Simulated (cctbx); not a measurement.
**Accept or mend?**

Cell a = 4.4130 Å, b = 4.4130 Å, c = 10.3100 Å, α = 90.00°, β = 90.00°, γ = 90.00°; space group I4/mmm (no. 139). The compound is CeHf2Si2.

Simulated single-crystal data (cctbx): Cu Kα, λ = 1.54184 Å, to d = 0.8 Å, 50 % of the full sphere, strongest reflection 70000 counts, noise from counting, a 4 % proportional error and a noise floor of 4 counts (s.d.); no absorption, and some extinction, which the refinements don't model.

An anisotropic refinement with weights 1/σ² prints:

```text
Rint 0.031, 79 unique reflections to 0.80 A
cycle     R1     wR2    GooF  max shift (A)
   1  0.1485  0.3413  16.594   0.00000
   2  0.1522  0.3307  16.080   0.00000
final R1 0.1522 wR2 0.3307 GooF 16.080  parameters 4  data/parameter 19.8
atom        x        y        z      Ueq    occ   su(xyz)  su(Uiso or U11)
Hf1    0.50000  0.00000  0.25000   0.0051  1.000  0.00000  0.0029
Ce1    0.00000  0.00000  0.00000   0.0078  1.000  0.00000  0.0031
difference map: max 40.36 min -2.55 rms 3.00
Q1    0.0000  0.0000  0.3772    4   41.23  2.57 A from Hf1
Q2    0.0000  0.5000  0.2500    4   28.12  0.00 A from Hf1
Q3    0.0000  0.0000  0.0000    2   27.23  0.00 A from Ce1
Q4    0.2173  0.2173  0.0000    8    1.32  1.36 A from Ce1
Q5    0.0898  0.2123  0.4388   32    1.30  2.30 A from Ce1
Q6    0.0777  0.2464  0.3192   32    1.25  1.37 A from Hf1
```

**Question.** Can this result stand? If not, what is the likely fault?

Mend it. The fault: an atom left out, Si at (1/2, 1/2, 0.1231). Against the right model at the same level, R1 goes from 0.0086 to 0.1522 and GooF from 0.81 to 16.08 and the top difference peak, 41.2 e/Å³, lies 2.57 Å from Hf1. Q1 is the missing atom. With scattering power missing, scale and phases suffer, so peaks may also grow on the heavy atoms.

The compound is CeHf2Si2. The right model at the same level gives:

```text
Rint 0.031, 79 unique reflections to 0.80 A
cycle     R1     wR2    GooF  max shift (A)
   1  0.0124  0.0343   1.705   0.00251
   2  0.0086  0.0164   0.814   0.00000
final R1 0.0086 wR2 0.0164 GooF 0.814  parameters 7  data/parameter 11.3
atom        x        y        z      Ueq    occ   su(xyz)  su(Uiso or U11)
Hf1    0.50000  0.00000  0.25000   0.0099  1.000  0.00000  0.0001
Ce1    0.00000  0.00000  0.00000   0.0112  1.000  0.00000  0.0001
Si1    0.50000  0.50000  0.12321   0.0264  1.000  0.00018  0.0005
difference map: max 0.87 min -0.78 rms 0.18
Q1    0.2376  0.2376  0.0000    8    0.88  1.48 A from Ce1
Q2    0.0000  0.2512  0.3488   16    0.32  1.15 A from Si1
Q3    0.0000  0.1691  0.2795   16    0.27  1.25 A from Si1
Q4    0.2054  0.2054  0.1051   16    0.26  1.68 A from Ce1
Q5    0.0000  0.2917  0.4074   16    0.26  1.33 A from Si1
Q6    0.0000  0.2739  0.0910   16    0.25  1.53 A from Ce1
```

Isotropic U is held between 0.0001 and 1 Å² by the program, and listed peak heights are interpolated, so they can pass the grid's maximum.

The model was made for the exercise: a known structure type with other elements put in, its volume estimated, not relaxed; displacement parameters are assumed.

[Middle refinement cycles are left out of these outputs.]

[Logs are printed without paths, hosts, clocks, repeated set-up lines and the standing remarks that a program may print on its own settings, such as how far it seeks lower states.]
